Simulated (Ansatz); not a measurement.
# CH2 on Rh(111), ontop start, 2x2 cell: work function, bands and core levels, part 3 of 4

Aim: how the adsorbate changes the work function, the valence spectrum and the core levels in CH2 on Rh(111), ontop start, 2x2 cell.

Ansatz 0.2.0; DFT, PBE, plane-wave PAW, scalar-relativistic; PAW set soft_1.

So far, work function, upper face (eV): step 2 (the clean face) 5.14; step 3 (relaxation) 4.27.

## (4) Layer-resolved bands, DOS and potential (continued)

A(k,E), bottom over k along the path and E. Zero: Fermi level.

Ten even steps from '_' (0.01 eV⁻¹) to '@' (4.66 eV⁻¹), each cell a mean:
```
__________..__________..__..______________..::::..__________
____..::..::..__..____..::....____......::==++====::..______
------::------..::------++==::----::::::**++++++++++==------
==--::....::====::::::--==----::::..::++++==----======--====
............--==----====::--==::::--++++==--::::::--::::....
::----====--::------====++======--======::........::--::--::
--::::....::::--==++--::..::--========--............--::::--
....::::::::--==++==..........::++++==--::::----::....--::..
++++++++====--------++++==++++++==++==::..::......::::..--++
==------==--::--==##%%##****##%%**++------........::--======
------::--==++++==--++%%@@@@**==--::::--::::::::::::::------
..::::::--------::----::....------::::......::::::..__..::..
========--::::----::__________..::::::::..______....::----==
--====--======--..________________::::..::::....::::--====--
==--::::--------::..____________::::::----::....::--::----==
__..::::::::....::::..______..::::::::::::::::--::::--::..__
______________..__..::------::::..__..--------------::______
____________________..........____..______..::::::__________
________________________..______..__________________________
______________________________..____________________________
______________________..__....______________________________
____________________________________________________________
```
Columns: k along the path (Å⁻¹) from 0 to 3.66; rows upwards: E (eV) from -7.7 to 1.40.

Peaks of A(k,E) at the labelled points: for each region the eleven nearest the zero at most, each over 6 % of that point's highest, less those above the energy where the solved bands run out; weight and spread sum the levels within three half widths or 0.3 eV, so near peaks share levels. Peaks of the spectral function, the first 40 of 116 rows:

| point | weight on | E (eV) | A (1/eV) | weight near the peak | rms spread of levels (eV) |
| --- | --- | --- | --- | --- | --- |
| K | total | -4.62 | 7.917 | 3.038 | 0.078 |
| K | total | -4.08 | 6.132 | 2.307 | 0.087 |
| K | total | -3.72 | 5.041 | 2.334 | 0.137 |
| K | total | -2.9 | 6.14 | 2.951 | 0.159 |
| K | total | -2.6 | 3.431 | 1.773 | 0.129 |
| K | total | -2.28 | 7.601 | 2.396 | 0.061 |
| K | total | -1.3 | 4.57 | 3.085 | 0.135 |
| K | total | -1.06 | 5.44 | 3.103 | 0.132 |
| K | total | -0.16 | 2.645 | 1.888 | 0.166 |
| K | total | 0.22 | 6.086 | 2.965 | 0.123 |
| K | total | 1.04 | 0.641 | 0.136 | 0 |
| K | top | -2.24 | 0.806 | 0.29 | 0.099 |
| K | top | -1.68 | 0.395 | 0.138 | 0.126 |
| K | top | -1.16 | 1.005 | 0.441 | 0.111 |
| K | top | -0.54 | 0.502 | 0.226 | 0.126 |
| K | top | -0.4 | 0.527 | 0.348 | 0.173 |
| K | top | -0.2 | 0.616 | 0.343 | 0.173 |
| K | top | 0.08 | 0.567 | 0.346 | 0.169 |
| K | top | 0.44 | 0.308 | 0.155 | 0.115 |
| K | top | 1.04 | 0.296 | 0.082 | 0 |
| K | middle | -4.62 | 4.472 | 1.753 | 0.076 |
| K | middle | -4.06 | 2.802 | 1.004 | 0.089 |
| K | middle | -3.7 | 1.911 | 0.957 | 0.154 |
| K | middle | -3.64 | 1.919 | 0.79 | 0.107 |
| K | middle | -2.9 | 2.122 | 1 | 0.153 |
| K | middle | -2.62 | 0.903 | 0.706 | 0.123 |
| K | middle | -2.24 | 0.463 | 0.131 | 0.103 |
| K | middle | -1.3 | 2.201 | 1.279 | 0.118 |
| K | middle | -1.18 | 2.426 | 1.27 | 0.116 |
| K | middle | 0.22 | 2.344 | 1.109 | 0.13 |
| K | bottom | -4.62 | 2.957 | 1.084 | 0.068 |
| K | bottom | -4.08 | 2.59 | 1.015 | 0.085 |
| K | bottom | -3.72 | 2.776 | 1.261 | 0.134 |
| K | bottom | -2.9 | 2.492 | 0.93 | 0.116 |
| K | bottom | -2.28 | 6.4 | 1.974 | 0.015 |
| K | bottom | -1.32 | 1.724 | 1.357 | 0.138 |
| K | bottom | -1.02 | 3.032 | 1.119 | 0.097 |
| K | bottom | 0.08 | 3.06 | 1.713 | 0.134 |
| K | bottom | 0.22 | 3.24 | 1.57 | 0.102 |
| Γ | total | -5.32 | 2.235 | 1.179 | 0.122 |

The DOS has structure finer than the step of the table below, so its rows give means over 1 eV, whole bins alone (the curve runs from -14.7 to 2.12 eV). Peaks (eV: height): total -4.9: 26.6, -2.7: 36.1, -0.7: 28.4, 0.4: 30.1; Rh 4d -4.9: 22.4, -2.7: 33.9, -0.7: 26.6, 0.4: 28.8; Rh 5s -5.2: 4.02, -2.0: 1.87, 1.6: 1.99; C 2p -7.0: 2.95, -6.2: 1.21, -3.7: 0.552, 1.2: 0.545; Rh 5p* -3.8: 0.384, -2.0: 0.563, 1.6: 0.636.

* holds the states left over by the projection beside any projected weight of its own. Table of DOS by E, zero at the Fermi level; means over each step; values in states/eV/cell:

| E (eV) | total | Rh 4d | Rh 5s | C 2p | Rh 5p* | H 1s | C 2s |
| --- | --- | --- | --- | --- | --- | --- | --- |
| -14 | 0 | 0 | 0 | 0 | 0 | 0 | 0 |
| -13 | 1.91 | 0.144 | 0.132 | 0.0227 | 0.0144 | 0.540 | 1.03 |
| -12 | 0.0911 | 0.00685 | 0.00616 | 0.00109 | 7.0e-4 | 0.0259 | 0.0491 |
| -11 | 0 | 0 | 0 | 0 | 0 | 0 | 0 |
| -10 | 0 | 0 | 0 | 0 | 0 | 0 | 0 |
| -9 | 0 | 0 | 0 | 0 | 0 | 0 | 0 |
| -8 | 0.00832 | 2.8e-4 | 0.00693 | 6.9e-4 | 7.6e-5 | 3.1e-4 | 3.9e-5 |
| -7 | 3.13 | 0.551 | 0.877 | 1.10 | 0.0529 | 0.530 | 0.0198 |
| -6 | 6.53 | 3.63 | 1.97 | 0.666 | 0.0873 | 0.166 | 0.0155 |
| -5 | 23.1 | 19.2 | 3.36 | 0.242 | 0.247 | 0.0434 | 0.00766 |
| -4 | 22.2 | 20.2 | 1.20 | 0.421 | 0.344 | 0.0529 | 0.00907 |
| -3 | 27.7 | 25.7 | 1.19 | 0.345 | 0.419 | 0.0634 | 0.0202 |
| -2 | 27.1 | 24.7 | 1.51 | 0.245 | 0.530 | 0.0924 | 0.0176 |
| -1 | 25.9 | 24.1 | 1.11 | 0.212 | 0.426 | 0.0582 | 0.0132 |
| 0 | 26.8 | 25.2 | 1.06 | 0.185 | 0.325 | 0.0539 | 0.0164 |
| 1 | 12.0 | 9.88 | 1.38 | 0.347 | 0.323 | 0.0411 | 0.0346 |

This run's widths, added to any smearing of the DOS itself: Gaussian 0.2 eV, Lorentzian 0.1 eV plus 0.08 an eV of depth. Intensity against binding energy, zero at the Fermi level; values in % of the maximum within 13 eV:

| binding energy (eV) | 21.2 eV | 40.8 eV | 1486.7 eV | 5414.7 eV | 8047.8 eV |
| --- | --- | --- | --- | --- | --- |
| -1 | 2.25 | 2.26 | 2.23 | 2.26 | 2.28 |
| 0 | 44.7 | 44.7 | 44.8 | 44.8 | 44.9 |
| 1 | 81.7 | 82.8 | 81.4 | 81.3 | 81.3 |
| 2 | 80.0 | 80.3 | 80.2 | 81.4 | 82.5 |
| 3 | 85.7 | 86.1 | 84.9 | 84.9 | 85.0 |
| 4 | 68.2 | 68.4 | 67.2 | 67.8 | 68.5 |
| 5 | 59.7 | 57.6 | 60.2 | 64.5 | 68.7 |
| 6 | 19.4 | 18.3 | 16.8 | 19.8 | 22.9 |
| 7 | 10.7 | 8.79 | 5.44 | 6.93 | 8.53 |
| 8 | 2.39 | 2.17 | 1.79 | 2.08 | 2.39 |
| 9 | 1.16 | 1.13 | 1.00 | 1.11 | 1.22 |
| 10 | 0.731 | 0.770 | 0.684 | 0.748 | 0.816 |
| 11 | 0.513 | 0.671 | 0.554 | 0.609 | 0.670 |
| 12 | - | 1.09 | 0.715 | 0.819 | 0.944 |
| 13 | - | 1.72 | 0.997 | 1.17 | 1.39 |
| 14 | - | 0.531 | 0.374 | 0.421 | 0.476 |

Maxima picked by a test of local sharpness, so broad peaks and shoulders can be missing; peaks within 0.45 eV of a curve's cut are left out. Valence peaks, by row:

| photon energy (eV) | binding energy (eV) | height (% of the maximum within 13 eV) | main shell | its share (%) |
| --- | --- | --- | --- | --- |
| 21.2 | 2.6 | 100 | Rh 4d | 98.49 |
| 21.2 | 1.5 | 81.8 | Rh 4d | 98.45 |
| 21.2 | 0.7 | 86.96 | Rh 4d | 98.8 |
| 40.8 | 2.6 | 100 | Rh 4d | 99.18 |
| 40.8 | 1.5 | 82.75 | Rh 4d | 99.19 |
| 40.8 | 0.7 | 88.56 | Rh 4d | 99.36 |
| 1487 | 3.7 | 68.87 | Rh 4d | 99.06 |
| 1487 | 2.6 | 100 | Rh 4d | 99.19 |
| 1487 | 1.5 | 81.71 | Rh 4d | 99.1 |
| 1487 | 0.7 | 86.96 | Rh 4d | 99.24 |
| 5415 | 4.8 | 66.81 | Rh 4d | 89.84 |
| 5415 | 3.75 | 69.03 | Rh 4d | 95.57 |
| 5415 | 2.6 | 100 | Rh 4d | 96.22 |
| 5415 | 1.5 | 82.02 | Rh 4d | 95.77 |
| 5415 | 0.7 | 86.8 | Rh 4d | 96.41 |
| 8048 | 4.85 | 70.35 | Rh 4d | 82.17 |
| 8048 | 3.75 | 69.36 | Rh 4d | 92.23 |
| 8048 | 2.6 | 100 | Rh 4d | 93.34 |
| 8048 | 1.5 | 82.32 | Rh 4d | 92.56 |
| 8048 | 0.7 | 86.68 | Rh 4d | 93.67 |

From the Fermi level. Table of planar mean, electrostatic potential by z:

| z (Å) | planar mean, electrostatic potential (eV) |
| --- | --- |
| 0.0 | 4.75 |
| 0.5 | 4.94 |
| 1.0 | 5.12 |
| 1.5 | 5.16 |
| 2.0 | 5.16 |
| 2.5 | 5.16 |
| 3.0 | 5.16 |
| 3.5 | 5.15 |
| 4.0 | 5.15 |
| 4.5 | 5.13 |
| 5.0 | 5.07 |
| 5.5 | 4.85 |
| 6.0 | 4.00 |
| 6.5 | 0.494 |
| 7.0 | -13.6 |
| 7.5 | -23.5 |
| 8.0 | -13.6 |
| 8.5 | -0.800 |
| 9.0 | -7.07 |
| 9.5 | -21.8 |
| 10.0 | -20.3 |
| 10.5 | -5.04 |
| 11.0 | -2.92 |
| 11.5 | -17.7 |
| 12.0 | -23.1 |
| 12.5 | -10.2 |
| 13.0 | -0.322 |
| 13.5 | -10.0 |
| 14.0 | -23.0 |
| 14.5 | -17.5 |
| 15.0 | -3.04 |
| 15.5 | -0.0636 |
| 16.0 | 1.85 |
| 16.5 | 3.13 |
| 17.0 | 4.01 |
| 17.5 | 4.21 |
| 18.0 | 4.25 |
| 18.5 | 4.26 |
| 19.0 | 4.26 |
| 19.5 | 4.26 |
| 20.0 | 4.26 |
| 20.5 | 4.26 |
| 21.0 | 4.26 |
| 21.5 | 4.26 |
| 22.0 | 4.26 |
| 22.5 | 4.26 |
| 23.0 | 4.31 |
| 23.5 | 4.49 |
| 24.0 | 4.68 |

The intensity has structure finer than the step of the table below, so its rows give means over 1 eV, whole bins alone (the curve runs from -14.7 to 1.43 eV). Peaks (eV: height): C K -6.8: 99.9, -3.6: 46.5; C K, E along x -6.9: 139; C K, E along y -6.9: 48.0, -3.6: 78.6; C K, E along z -6.3: 153; Rh L-beta2 -2.4: 100.0.

Shapes are the site's partial DOS without matrix elements, which overweights lines from ligand s bands. Table of intensity by emission energy less the core level's binding energy, zero at the Fermi level; means over each step; values in % of the unpolarised maximum:

| emission energy less the core level's binding energy (eV) | C K | C K, E along x | C K, E along y | C K, E along z | Rh L-beta2 |
| --- | --- | --- | --- | --- | --- |
| -14 | 0.699 | 0.839 | 0.395 | 0.863 | 2.37 |
| -13 | 1.57 | 1.95 | 0.786 | 1.97 | 2.92 |
| -12 | 1.43 | 1.75 | 0.763 | 1.78 | 3.59 |
| -11 | 1.33 | 1.60 | 0.775 | 1.61 | 4.53 |
| -10 | 2.04 | 2.50 | 1.17 | 2.44 | 6.02 |
| -9 | 4.19 | 5.39 | 2.29 | 4.91 | 8.54 |
| -8 | 16.5 | 23.2 | 8.55 | 17.9 | 13.2 |
| -7 | 81.6 | 112 | 39.0 | 94.0 | 22.5 |
| -6 | 65.0 | 53.1 | 25.0 | 117 | 40.6 |
| -5 | 32.7 | 27.7 | 41.0 | 29.4 | 64.8 |
| -4 | 41.5 | 32.4 | 69.5 | 22.6 | 83.6 |
| -3 | 36.5 | 25.3 | 55.7 | 28.5 | 96.4 |
| -2 | 26.9 | 21.1 | 39.3 | 20.4 | 98.3 |
| -1 | 23.2 | 19.2 | 35.8 | 14.6 | 86.7 |
| 0 | 12.1 | 10.3 | 16.4 | 7.92 | 58.8 |

Sums over each group's atoms; left-over states aren't shared out by site. Site centres, by row:

| group | element | shell | occupied states | centre of occupied part (eV) | centre up to the window's top (eV) |
| --- | --- | --- | --- | --- | --- |
| adsorbate | H | 1s | 1.601 | -7.97 | -7.508 |
| adsorbate | C | 2s | 1.189 | -11.88 | -10.96 |
| adsorbate | C | 2p | 3.358 | -4.961 | -3.888 |
| layer 1 | Rh | 5s | 2.867 | -4.096 | -3.115 |
| layer 1 | Rh | 4d | 32.44 | -2.638 | -2.126 |
| layer 2 | Rh | 5s | 3.003 | -4.547 | -3.436 |
| layer 2 | Rh | 4d | 32.35 | -2.966 | -2.383 |
| layer 3 | Rh | 5s | 2.98 | -4.612 | -3.447 |
| layer 3 | Rh | 4d | 32.31 | -3.012 | -2.419 |
| other layers | Rh | 5s | 3.062 | -3.28 | -2.093 |
| other layers | Rh | 4d | 32.58 | -2.331 | -1.866 |

Window up to 2.1 eV. Shell moments, by row:

| element | shell | occupied states an atom | centre of occupied part (eV) | rms width of occupied part (eV) | centre up to the window's top (eV) | rms width up to the window's top (eV) |
| --- | --- | --- | --- | --- | --- | --- |
| H | 1s | 0.8004 | -7.97 | 3.91 | -7.508 | 4.291 |
| C | 2s | 1.189 | -11.88 | 2.706 | -10.96 | 4.258 |
| C | 2p | 3.358 | -4.961 | 2.189 | -3.888 | 3.091 |
| Rh | 5s | 0.7445 | -4.129 | 2.139 | -2.994 | 2.916 |
| Rh | 5p* | 0.1436 | -2.803 | 1.853 | -1.601 | 2.471 |
| Rh | 4d | 8.105 | -2.736 | 1.652 | -2.199 | 1.949 |

Broadened DOS, unweighted empty DOS against E, zero at the Fermi level; read off at these points:

| E (eV) | broadened DOS, unweighted empty DOS (states/eV/cell) |
| --- | --- |
| -0.93 | 3.4e-4 |
| -0.82 | 0.00232 |
| -0.72 | 0.0131 |
| -0.53 | 0.233 |
| -0.42 | 0.739 |
| -0.33 | 1.95 |
| -0.23 | 4.33 |
| -0.12 | 8.12 |
| -0.03 | 13.0 |
| 0.07 | 18.2 |
| 0.17 | 22.6 |
| 0.28 | 25.4 |
| 0.38 | 26.4 |
| 0.47 | 25.7 |
| 0.57 | 23.7 |
| 0.78 | 17.2 |
| 0.88 | 13.8 |
| 0.97 | 10.8 |
| 1.07 | 8.59 |
| 1.18 | 7.14 |
| 1.38 | 5.91 |
| 1.48 | 5.72 |
| 1.57 | 5.56 |

Recipe: projected DOS times atomic cross section and asymmetry factor (unpolarised light, 45° from the beam), occupied states only, Fermi edge at 300 K, a Lorentzian width of 0.1 eV growing by 0.08 eV per eV of binding energy, and a resolution of 0.2 eV. Each atom is damped by exp[−depth/(λ cos θ)], θ = 30° from the normal, λ from the universal curve. Curves are cut 10 eV under the photon energy, above any shell that the free atom's threshold puts out of reach, or at the lower edge of the window: 11.2 eV at 21.2 eV, 14.7 eV at 40.8 eV, 14.7 eV at 1486.7 eV, 14.7 eV at 5414.7 eV and 14.7 eV at 8047.8 eV. A star in tables and legends marks shells that hold the states left over by the projection (1.1 % of the filled ones), a stand-in for orbitals that the files don't project on. Matrix elements of the solid and inelastic losses aren't modelled, nor non-dipole terms, which matter above 3 keV.

Share of each shell in the spectrum's area (%), by photon energy:

| shell | 21.2 eV | 40.8 eV | 1486.7 eV | 5414.7 eV | 8047.8 eV |
| --- | --- | --- | --- | --- | --- |
| C 2p | 3.2 | 1.8 | 0.0 | 0.0 | 0.0 |
| Rh 5s | 0.0 | 0.1 | 1.3 | 6.5 | 11.4 |
| Rh 4d | 96.1 | 97.5 | 98.3 | 93.0 | 88.0 |

Cross sections used, in Mb an electron:

| shell | 21.2 eV | 40.8 eV | 1486.7 eV | 5414.7 eV | 8047.8 eV |
| --- | --- | --- | --- | --- | --- |
| C 2p | 2.7 | 0.84 | 9.8e-6 | 5.9e-8 | 1.2e-8 |
| Rh 5s | 0.015 | 0.024 | 2.5e-4 | 2.2e-5 | 9.4e-6 |
| Rh 4d | 3.0 | 3.3 | 0.0015 | 2.4e-5 | 5.4e-6 |

Regions along c: top from 13.9 to 20.5 Å, middle from 10.3 to 13.9 Å, bottom from 3.5 to 10.3 Å. The top region's edge passes close to a layer, so the weights are only a guide.

The largest force component on a free atom is 0.078 eV/Å, so the geometry isn't quite at rest for these settings. At the Fermi level the DOS is 27.99 states/eV a cell, and on the broadened curves Rh 4d holds 93 % of the total there.

## (5) Z+1 stand-in on atom 4

System of this step: H2PdRh15C. The cell holds 19 atoms: 2 H, 1 C, 1 Pd and 15 Rh. Cell: a = 5.416 Å, b = 5.416 Å, c = 24.204 Å, α = 90.0°, β = 90.0°, γ = 60.0°. It derives from Rh. Regions: ad, 3 atoms (2 H and 1 C); L1, 4 atoms (1 Pd and 3 Rh); L2, 4 atoms (4 Rh); L3, 4 atoms (4 Rh); rest, 4 atoms (4 Rh). Vacuum lies along c.

An atom with a screened core hole acts much like the next element, so total energies with that element on different sites give core-level shifts.

File input.yaml:

```yaml
crystal:
  lattice:
    - [5.4164379439, 0.0, 0.0]
    - [2.7082189719, 4.6907728574, 0.0]
    - [0.0, 0.0, 24.203754593]
  atoms:
    - { symbol: H, position: [0.3917964973, -0.4453201167, 0.6555339518] }
    - { symbol: H, position: [1.0380353012, -0.2686762802, 0.6803003443] }
    - { symbol: C, position: [0.1530198245, -0.3263110816, 0.6406268792] }
    - { symbol: Pd, position: [0.0146638365, -0.0072822565, 0.5844927076] }
    - { symbol: Rh, position: [0.5094544561, -0.004719585, 0.5808055303] }
    - { symbol: Rh, position: [0.0147958173, 0.4926249174, 0.584542734] }
    - { symbol: Rh, position: [0.5223603274, 0.4888837026, 0.582612648] }
    - { symbol: Rh, position: [0.8286761837, 0.3355605217, 0.4912013902] }
    - { symbol: Rh, position: [0.3345039615, 0.331126864, 0.4908632269] }
    - { symbol: Rh, position: [0.8359816271, 0.8318905164, 0.4911536044] }
    - { symbol: Rh, position: [0.3345188538, 0.8341205, 0.4908540457] }
    - { symbol: Rh, position: [0.166666667, 0.166666667, 0.401229135] }
    - { symbol: Rh, position: [0.666666667, 0.166666667, 0.401229135] }
    - { symbol: Rh, position: [0.166666667, 0.666666667, 0.401229135] }
    - { symbol: Rh, position: [0.666666667, 0.666666667, 0.401229135] }
    - { symbol: Rh, position: [0.0, 0.0, 0.30986928] }
    - { symbol: Rh, position: [0.5, 0.0, 0.30986928] }
    - { symbol: Rh, position: [0.0, 0.5, 0.30986928] }
    - { symbol: Rh, position: [0.5, 0.5, 0.30986928] }
kpoints:
  mp_grid: { grid: [12, 12, 1] }
scf:
  occupations: { method: fermi_dirac, width: 0.05 }
  n_extra_bands: 17
hamiltonian:
  xc: pbe
  pseudopotentials: { kind: paw, azcp: { folder: soft_1 } }
output:
  forces: true
  write_potential: true
  volumetric_format: []
efield:
  axis: 3
  dipole_correction: true
```

Launch:

```console
> ansatz run input.yaml --threads 8 --pin off --max-ram 40960MiB --backend cuda --events-out ev --progress --plain --runs-dir out
```

Numbers of over 12 decimals in the logs are rounded to 6 here.

Output:

```text
[...]
Crystal: 19 atoms, lattice volume = 614.952 Å³
Basis set: ecut = 420 eV, 11967 PW (Γ), exchange–correlation on 80×80×324 points (8 copies of the dense FFT grid, shifted against one another)
Bands: 157, of which v1, the nominal top of the filled ones, is band 140 counted from 1 (139 counted from 0)
Symmetry: 1 space group operations
[...]
k-points: 74 of 144 (time reversal used)
[...]
SCF iter   1: F=—  HF=-103308.825297 eV  |F-HF|=—  |Δ(HF+E_count)|=         —  Δρ=1.23e-1  dr2=2.58e2  ethr=3.10e-3  p=-0.000 e·Å  D=-6.75e-7 V/Å  ΔV_dip=0.00 eV  dr2_dipole=3.77e1  V_vac-E_F(+/−)=5.59/5.59 eV  ⟨swp⟩=7.8  Hψ=48061  notcnv=0  defer=2
[...]
SCF iter   5: F=—  HF=-103293.284827 eV  |F-HF|=—  |Δ(HF+E_count)|=   3.28e-3  Δρ=2.85e-3  dr2=1.88e-1  ethr=2.44e-4  p=0.140 e·Å  D=4.12e-2 V/Å  ΔV_dip=-1.00 eV  dr2_dipole=3.39e-2  V_vac-E_F(+/−)=4.25/5.24 eV  ⟨swp⟩=2.2  Hψ=18554  notcnv=0  defer=54
[...]
SCF 1 converged in 13 iterations: F = -103293.274435 eV  dr2 = 2.81e-8
[...]
SCF converged after 13 iterations
[...]
```

The job ended after 6.4 s (1 × NVIDIA GB200 with 8 threads of Arm Neoverse V2, shared host; peak memory 1.6 GiB; 31 s of CPU time).

Numbers from this step:

```
free energy             : -103293.2744 eV
energy at zero smearing : -103293.1608 eV
smearing term TS        : 0.2273 eV
Fermi energy            : 5.243 eV
```

## (6) Z+1 stand-in on atom 6

System of this step: H2PdRh15C. The cell holds 19 atoms: 2 H, 1 C, 15 Rh and 1 Pd. Cell: a = 5.416 Å, b = 5.416 Å, c = 24.204 Å, α = 90.0°, β = 90.0°, γ = 60.0°. It derives from Rh. Regions: ad, 3 atoms (2 H and 1 C); L1, 4 atoms (3 Rh and 1 Pd); L2, 4 atoms (4 Rh); L3, 4 atoms (4 Rh); rest, 4 atoms (4 Rh). Vacuum lies along c.

The same swap on atom 6.

Edit input.yaml of step 5 so:

```diff
@@ -9,5 +9,5 @@
     - { symbol: C, position: [0.1530198245, -0.3263110816, 0.6406268792] }
-    - { symbol: Pd, position: [0.0146638365, -0.0072822565, 0.5844927076] }
+    - { symbol: Rh, position: [0.0146638365, -0.0072822565, 0.5844927076] }
     - { symbol: Rh, position: [0.5094544561, -0.004719585, 0.5808055303] }
-    - { symbol: Rh, position: [0.0147958173, 0.4926249174, 0.584542734] }
+    - { symbol: Pd, position: [0.0147958173, 0.4926249174, 0.584542734] }
     - { symbol: Rh, position: [0.5223603274, 0.4888837026, 0.582612648] }
```

Output:

```text
[...]
Crystal: 19 atoms, lattice volume = 614.952 Å³
Basis set: ecut = 420 eV, 11967 PW (Γ), exchange–correlation on 80×80×324 points (8 copies of the dense FFT grid, shifted against one another)
Bands: 157, of which v1, the nominal top of the filled ones, is band 140 counted from 1 (139 counted from 0)
Symmetry: 1 space group operations
[...]
k-points: 74 of 144 (time reversal used)
[...]
SCF iter   1: F=—  HF=-103308.829700 eV  |F-HF|=—  |Δ(HF+E_count)|=         —  Δρ=1.23e-1  dr2=2.59e2  ethr=3.10e-3  p=-0.000 e·Å  D=-7.10e-7 V/Å  ΔV_dip=0.00 eV  dr2_dipole=3.77e1  V_vac-E_F(+/−)=5.59/5.59 eV  ⟨swp⟩=7.7  Hψ=47972  notcnv=0  defer=4
[...]
SCF iter   5: F=—  HF=-103293.285306 eV  |F-HF|=—  |Δ(HF+E_count)|=   3.79e-3  Δρ=2.86e-3  dr2=1.92e-1  ethr=2.48e-4  p=0.140 e·Å  D=4.12e-2 V/Å  ΔV_dip=-1.00 eV  dr2_dipole=3.49e-2  V_vac-E_F(+/−)=4.25/5.24 eV  ⟨swp⟩=2.2  Hψ=18771  notcnv=0  defer=55
[...]
SCF 1 converged in 13 iterations: F = -103293.274820 eV  dr2 = 2.95e-8
[...]
SCF converged after 13 iterations
[...]
```

Run time: 6.4 s. Hardware: 1 × NVIDIA GB200 with 8 threads; peak memory 1.6 GiB.

This step gave:

| Item | Value |
| --- | --- |
| free energy | -103293.2748 eV |
| energy at zero smearing | -103293.1612 eV |

(Part 3 of 4 ends here.)

[Logs are printed without paths, hosts, clocks, repeated set-up lines and the standing remarks that a program may print on its own settings, such as how far it seeks lower states.]

[Hosts, paths, dates, database ids (printed as entryN), source tags and the programs' standing remarks are cut or masked in the printed files.]

[Maps of the electrostatic potential energy from Ansatz leave out the sawtooth potential of an applied field or a dipole correction, so their vacuum need not be flat; work functions include it.]
